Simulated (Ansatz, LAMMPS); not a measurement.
## Atom list for Ionic liquid ethylammonium Br- with Li salt, relaxed from a frame at 400 K (162 atoms)

The starting structure: 13 ethylammonium, 16 Br-, 3 Li+ placed at random, at 1.63 g/cm³; overlaps pushed apart, then 10 ps at 700 K with Joung-Cheatham ions (J. Phys. Chem. B 112, 9020 (2008)); MMFF94 bonds, angles, torsions, charges and radii (Halgren, J. Comput. Chem. 17, 490 (1996)) in harmonic and 12-6 forms; charges of ions scaled by 0.8. Snapshot after 30 ps at 400 K and fixed volume.

Geometry: step 2 of a relaxation. Computed with Ansatz 0.2.0: Kohn-Sham DFT, PBEsol, PAW (set soft_2), plane waves; cutoff 420 eV, Γ point, fixed occupations; density 1.63 g/cm³.

Extended XYZ; positions in Å, forces in eV/Å:

```xyz
162
Lattice="12.449 0.000 0.000 0.000 12.449 0.000 0.000 0.000 12.449" Properties=species:S:1:pos:R:3:forces:R:3 pbc="T T T"
C 2.002 2.542 3.696 -0.096 0.897 0.687
C 0.688 3.328 3.741 0.880 0.032 0.167
N 0.862 4.660 3.090 0.107 -0.204 0.552
H 2.485 2.657 2.720 0.048 -0.041 -0.176
H 1.816 1.482 3.886 -0.072 -0.145 -0.034
H 2.683 2.969 4.494 -0.358 -0.404 -0.721
H 12.299 2.837 3.239 0.024 -0.214 -0.171
H 0.396 3.515 4.787 -0.138 0.055 -0.038
H 12.399 5.137 3.159 -0.839 0.457 -0.256
H 1.133 4.576 2.088 0.290 0.071 -0.188
H 1.547 5.282 3.584 0.396 -0.317 -0.125
C 4.741 6.470 9.030 -0.420 0.001 0.361
C 3.226 6.573 9.099 0.690 0.453 0.880
N 2.719 6.860 7.756 -0.654 -1.005 -0.192
H 5.135 7.362 8.534 0.267 0.067 -0.202
H 5.027 5.551 8.499 0.148 0.055 -0.119
H 5.184 6.445 10.040 -0.050 -0.075 -0.079
H 2.807 5.641 9.479 -0.284 -0.251 0.059
H 2.923 7.398 9.803 0.034 -0.445 -0.654
H 2.930 6.133 7.047 0.289 -0.144 0.009
H 3.164 7.708 7.393 0.156 1.337 -0.347
H 1.679 6.908 7.707 -0.162 0.158 -0.040
C 0.485 8.458 4.185 0.749 -0.326 -0.752
C 0.219 9.012 2.807 -0.210 0.018 -0.116
N 11.194 8.990 2.560 -0.303 0.744 1.183
H 1.542 8.585 4.469 -0.061 0.033 -0.028
H 0.267 7.386 4.214 -0.112 -0.213 0.093
H 12.313 8.954 4.905 -0.455 0.544 0.618
H 0.565 10.054 2.673 -0.167 -0.169 0.104
H 0.661 8.394 2.006 0.035 0.090 0.073
H 10.822 8.021 2.590 -0.165 -0.594 0.184
H 10.942 9.418 1.656 0.134 0.369 -1.069
H 10.681 9.566 3.285 0.699 -0.412 -0.305
C 11.711 6.559 10.762 -0.526 -0.543 0.005
C 11.508 5.074 11.133 -0.051 0.747 -0.483
N 12.395 4.242 10.271 -0.981 -0.076 0.020
H 11.687 7.205 11.657 0.098 -0.063 -0.327
H 10.879 6.845 10.085 0.207 0.087 0.261
H 0.193 6.672 10.191 0.198 0.221 0.245
H 11.713 4.870 12.189 0.149 -0.199 0.011
H 10.482 4.781 10.878 -0.076 -0.035 0.252
H 12.159 3.230 10.346 0.312 0.064 0.056
H 0.918 4.403 10.553 0.753 -0.112 0.429
H 12.262 4.569 9.286 0.145 -0.121 -0.377
C 6.706 9.822 3.163 0.133 0.616 0.165
C 6.867 8.487 3.821 0.187 0.311 0.418
N 6.217 8.501 5.153 0.081 0.781 0.156
H 5.637 10.009 3.046 -0.306 0.261 0.006
H 7.145 9.853 2.164 0.193 -0.174 -0.226
H 7.162 10.664 3.737 -0.239 -0.462 -0.024
H 6.339 7.722 3.249 0.150 -0.377 -0.062
H 7.925 8.212 3.976 -0.158 -0.194 -0.088
H 5.178 8.437 5.117 0.035 -0.065 0.014
H 6.477 9.349 5.718 -0.080 0.153 -0.255
H 6.579 7.726 5.728 0.181 -0.900 0.374
C 5.604 1.312 4.623 0.025 0.071 1.049
C 5.837 2.438 5.621 -0.179 0.042 -0.546
N 6.495 3.602 4.915 -0.783 -0.066 0.693
H 6.567 0.998 4.223 0.285 -0.082 -0.344
H 4.943 1.651 3.838 -0.239 0.123 -0.517
H 5.176 0.414 5.106 -0.001 0.212 0.066
H 4.915 2.811 6.094 -0.050 -0.048 -0.138
H 6.493 2.098 6.432 0.222 0.110 0.059
H 6.272 4.493 5.414 0.062 -0.146 -0.454
H 6.263 3.656 3.871 0.142 0.069 0.462
H 7.523 3.473 5.046 0.503 -0.073 -0.232
C 7.650 11.550 10.443 0.407 -0.186 -1.062
C 6.346 10.789 10.299 0.291 0.101 -0.002
N 5.398 11.549 9.488 -0.648 0.297 -0.238
H 8.460 11.055 9.860 -0.428 0.375 0.414
H 7.973 11.584 11.480 0.221 0.220 0.278
H 7.550 0.109 9.984 0.135 -0.196 0.451
H 6.459 9.812 9.803 0.065 -0.056 0.303
H 5.892 10.694 11.284 -0.303 -0.458 0.204
H 5.825 11.814 8.577 -0.056 -0.337 -0.175
H 5.100 0.001 9.928 0.191 0.169 -0.120
H 4.499 11.017 9.355 0.169 0.106 -0.261
C 12.422 9.242 7.743 -1.573 0.094 0.211
C 10.909 8.934 7.889 0.919 -0.268 -1.039
N 10.326 9.584 9.076 -0.438 -0.790 0.359
H 0.508 8.885 8.628 0.276 0.088 0.147
H 0.091 10.327 7.601 0.127 -0.031 0.166
H 0.340 8.763 6.840 0.187 -0.267 -0.176
H 10.348 9.298 6.987 0.290 -0.189 0.553
H 10.722 7.854 7.998 0.137 -0.017 -0.215
H 9.808 8.913 9.688 0.002 0.007 -0.094
H 9.639 10.259 8.748 -0.362 0.808 -0.034
H 11.003 10.038 9.710 0.168 0.439 0.265
C 4.206 12.213 1.684 -0.146 -0.753 0.302
C 4.758 0.547 0.544 -0.110 0.707 -0.424
N 3.988 1.821 0.313 -0.383 -0.638 -0.115
H 4.884 11.354 1.891 -0.294 0.387 -0.079
H 3.207 11.804 1.466 -0.004 0.058 -0.110
H 4.132 0.341 2.610 0.064 0.154 0.117
H 5.809 0.818 0.745 -0.104 0.248 -0.176
H 4.690 12.420 12.055 -0.073 0.036 0.060
H 4.296 2.586 0.928 0.354 0.310 0.426
H 2.946 1.703 0.402 -0.171 -0.140 0.173
H 4.082 2.206 11.806 0.483 -0.060 -0.616
C 8.753 12.293 2.075 0.077 0.943 -0.284
C 9.818 0.841 1.622 -0.219 -0.137 0.554
N 9.421 2.253 1.964 0.628 -1.053 0.850
H 7.906 12.257 1.363 0.134 -0.042 0.104
H 8.355 0.128 3.061 0.091 -0.154 0.119
H 9.221 11.314 2.128 0.009 -0.342 0.003
H 10.787 0.658 2.130 -0.272 0.007 -0.140
H 9.988 0.783 0.541 0.104 0.043 -0.051
H 8.500 2.520 1.567 -0.390 0.545 -0.162
H 10.187 2.873 1.696 0.022 0.533 -0.410
H 9.349 2.376 3.011 -0.059 -0.093 -0.152
C 3.833 8.625 1.159 1.090 -0.013 -0.017
C 5.096 8.024 0.523 -0.402 0.218 1.035
N 5.240 6.585 0.923 -0.113 0.270 0.039
H 3.791 9.695 0.981 0.048 0.414 -0.353
H 3.844 8.514 2.244 -0.029 -0.303 0.380
H 2.920 8.210 0.767 -0.529 -0.484 -0.301
H 5.070 8.073 11.890 0.018 -0.064 -0.462
H 6.007 8.559 0.865 -0.225 -0.264 -0.237
H 5.568 6.500 1.913 -0.289 -0.240 -0.529
H 5.909 6.070 0.303 -0.026 0.247 0.357
H 4.284 6.107 0.856 0.287 -0.135 -0.150
C 1.892 2.451 7.260 -0.784 -0.056 -0.245
C 2.441 1.155 6.743 -0.515 0.046 -0.290
N 1.862 0.025 7.493 0.601 0.280 0.200
H 0.792 2.530 7.076 0.434 -0.070 0.040
H 2.358 3.320 6.789 0.160 0.126 -0.065
H 2.051 2.501 8.338 0.183 0.191 0.376
H 2.202 0.977 5.688 -0.222 0.026 -0.016
H 3.515 1.077 6.810 0.747 0.032 0.347
H 2.130 0.044 8.503 0.057 -0.219 0.044
H 2.254 11.594 7.093 -0.150 -0.507 0.204
H 0.834 0.076 7.480 -0.602 -0.241 -0.132
C 8.623 2.740 11.123 -0.222 -0.027 -1.062
C 8.462 3.171 9.671 -0.136 0.487 0.219
N 7.540 4.349 9.570 -0.127 -0.924 0.747
H 8.931 3.561 11.778 -0.101 0.089 0.170
H 9.368 1.951 11.097 0.548 -0.364 0.199
H 7.683 2.273 11.427 -0.237 0.175 0.453
H 9.412 3.435 9.188 0.047 -0.002 -0.059
H 7.996 2.349 9.115 0.042 -0.035 -0.275
H 6.574 3.973 9.724 -0.188 -0.088 -0.093
H 7.545 4.830 8.650 0.280 0.290 -0.253
H 7.738 5.045 10.341 0.085 0.511 -0.323
Br 11.685 11.887 4.974 -0.087 -0.101 -0.007
Br 11.222 0.510 8.982 0.099 0.064 -0.044
Br 2.529 4.990 0.008 -0.077 0.090 0.045
Br 12.268 5.521 7.036 -0.147 -0.049 0.155
Br 7.726 11.297 6.768 0.140 -0.048 0.106
Br 7.896 6.218 6.792 0.000 -0.134 -0.073
Br 9.490 2.724 5.557 0.080 -0.155 -0.150
Br 3.745 6.238 4.360 0.014 -0.039 0.126
Br 8.103 7.110 11.204 -0.087 -0.072 -0.006
Br 2.445 11.087 10.713 -0.094 0.223 -0.115
Br 4.912 2.342 9.440 -0.005 0.029 0.232
Br 6.438 3.586 1.641 -0.053 -0.082 0.018
Br 11.048 10.526 12.151 0.032 -0.004 -0.042
Br 3.868 9.872 7.058 -0.101 -0.071 -0.139
Br 10.192 5.820 3.103 0.162 0.006 0.145
Br 0.564 1.778 0.308 -0.060 0.074 -0.090
Li 0.209 12.323 11.191 -0.025 -0.202 0.045
Li 9.890 0.226 6.501 0.109 0.084 0.004
Li 9.999 5.228 5.741 0.057 -0.001 -0.103
```

The network of contacts between molecules at the start is that of the classical potential that made the cell. The functional has no dispersion term, which matters for the binding between molecules or layers. The density was typed from a rule of thumb and may lie off the real one at this temperature. Only the Γ point is sampled, in a cell whose shortest periodic width is 12 Å.

The r.m.s. force component is 0.356 eV/Å; the longest force, 1.59 eV/Å, acts on C78. The energy lies 39.7 meV/atom below that of the first step of this run.

[Logs are printed without paths, hosts, clocks, repeated set-up lines and the standing remarks that a program may print on its own settings, such as how far it seeks lower states.]

[Hosts, paths, dates, database ids (printed as entryN), source tags and the programs' standing remarks are cut or masked in the printed files.]

[The MMFF94 radii named for the starting cell were scaled by 0.96; in molecules described by MMFF94, hydrogen bound to N, O or S took a small fixed 12-6 site in their place.]
